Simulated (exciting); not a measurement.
KLuO2, space group R-3m, O K edge of atom 3, with 3 Lu at 2.23 Å and 3 K at 2.75 Å (distorted octahedral, site symmetry 3m); the tensor is averaged over the atoms equivalent by symmetry. Method: exciting, all-electron LAPW+lo, LDA, exchange and screened direct term (singlet BSE), 3×3×3 shifted k points, 32 conduction bands, |G+q| up to 3 bohr⁻¹, full RPA screening with nempty = 56, Lorentzian half width 0.45 eV.

```xyz
4
Lattice="1.6737 0.9663 6.1611 -1.6737 0.9663 6.1611 0.0000 -1.9327 6.1611" Properties=species:S:1:pos:R:3 pbc="T T T"
Lu    0.0000    0.0000    9.2416
K     0.0000    0.0000    0.0000
O     0.0000    0.0000   14.2813
O     0.0000    0.0000    4.2019
```

Energy from the Kohn–Sham onset, core level to the lowest empty state found on the meshes used; scaled to the maximum of the polarisation mean:

| E (eV) | curve 1 | curve 2 |
| --- | --- | --- |
| -5.5 | 0.02 | 0.02 |
| -5.0 | 0.02 | 0.02 |
| -4.5 | 0.03 | 0.02 |
| -4.0 | 0.03 | 0.03 |
| -3.5 | 0.04 | 0.04 |
| -3.0 | 0.06 | 0.05 |
| -2.5 | 0.09 | 0.06 |
| -2.0 | 0.15 | 0.09 |
| -1.5 | 0.32 | 0.16 |
| -1.0 | 0.78 | 0.31 |
| -0.5 | 0.85 | 0.67 |
| 0.0 | 0.74 | 1.13 |
| 0.5 | 0.62 | 1.13 |
| 1.0 | 0.65 | 0.89 |
| 1.5 | 0.66 | 0.57 |
| 2.0 | 0.68 | 0.43 |
| 2.5 | 0.58 | 0.39 |
| 3.0 | 0.49 | 0.34 |
| 3.5 | 0.49 | 0.35 |
| 4.0 | 0.46 | 0.44 |
| 4.5 | 0.43 | 0.62 |
| 5.0 | 0.55 | 0.77 |
| 5.5 | 0.67 | 0.70 |
| 6.0 | 0.52 | 0.65 |
| 6.5 | 0.33 | 0.50 |
| 7.0 | 0.27 | 0.38 |
| 7.5 | 0.28 | 0.31 |
| 8.0 | 0.31 | 0.34 |
| 8.5 | 0.23 | 0.33 |
| 9.0 | 0.19 | 0.27 |
| 9.5 | 0.17 | 0.21 |
| 10.0 | 0.17 | 0.15 |
| 10.5 | 0.18 | 0.13 |
| 11.0 | 0.19 | 0.13 |
| 11.5 | 0.20 | 0.13 |
| 12.0 | 0.22 | 0.13 |
| 12.5 | 0.22 | 0.14 |
| 13.0 | 0.22 | 0.16 |
| 13.5 | 0.19 | 0.18 |
| 14.0 | 0.14 | 0.14 |
| 14.5 | 0.11 | 0.10 |
| 15.0 | 0.10 | 0.09 |
| 15.5 | 0.10 | 0.10 |
| 16.0 | 0.13 | 0.12 |
| 16.5 | 0.18 | 0.13 |
| 17.0 | 0.20 | 0.17 |
| 17.5 | 0.20 | 0.22 |
| 18.0 | 0.21 | 0.20 |
| 18.5 | 0.21 | 0.16 |
| 19.0 | 0.20 | 0.15 |
| 19.5 | 0.18 | 0.18 |
| 20.0 | 0.17 | 0.20 |
| 20.5 | 0.17 | 0.20 |
| 21.0 | 0.18 | 0.19 |
| 21.5 | 0.16 | 0.20 |
| 22.0 | 0.14 | 0.22 |
| 22.5 | 0.13 | 0.23 |
| 23.0 | 0.14 | 0.21 |
| 23.5 | 0.14 | 0.20 |
| 24.0 | 0.11 | 0.20 |

Question: The curves are the diagonal elements of Im ε for ε ∥ c and ⊥ c. Which is which?

Curve 1: ε ∥ c, maxima -0.8 eV (0.88), 1.8 eV (0.68) and 5.4 eV (0.67); 4 lower ones aren't listed. Curve 2: ε ⊥ c, maxima 0.2 eV (1.15), 4.9 eV (0.77) and 8.1 eV (0.34); 3 lower ones aren't listed. A K edge probes the empty p states along ε, which follow the bonds' lengths and directions.

[Banner, clock and machine lines of the logs are left out without a mark of their own.]

[Logs are printed without paths, hosts, clocks, repeated set-up lines and the standing remarks that a program may print on its own settings, such as how far it seeks lower states.]

[Hosts, paths, dates, database ids (printed as entryN), source tags and the programs' standing remarks are cut or masked in the printed files.]
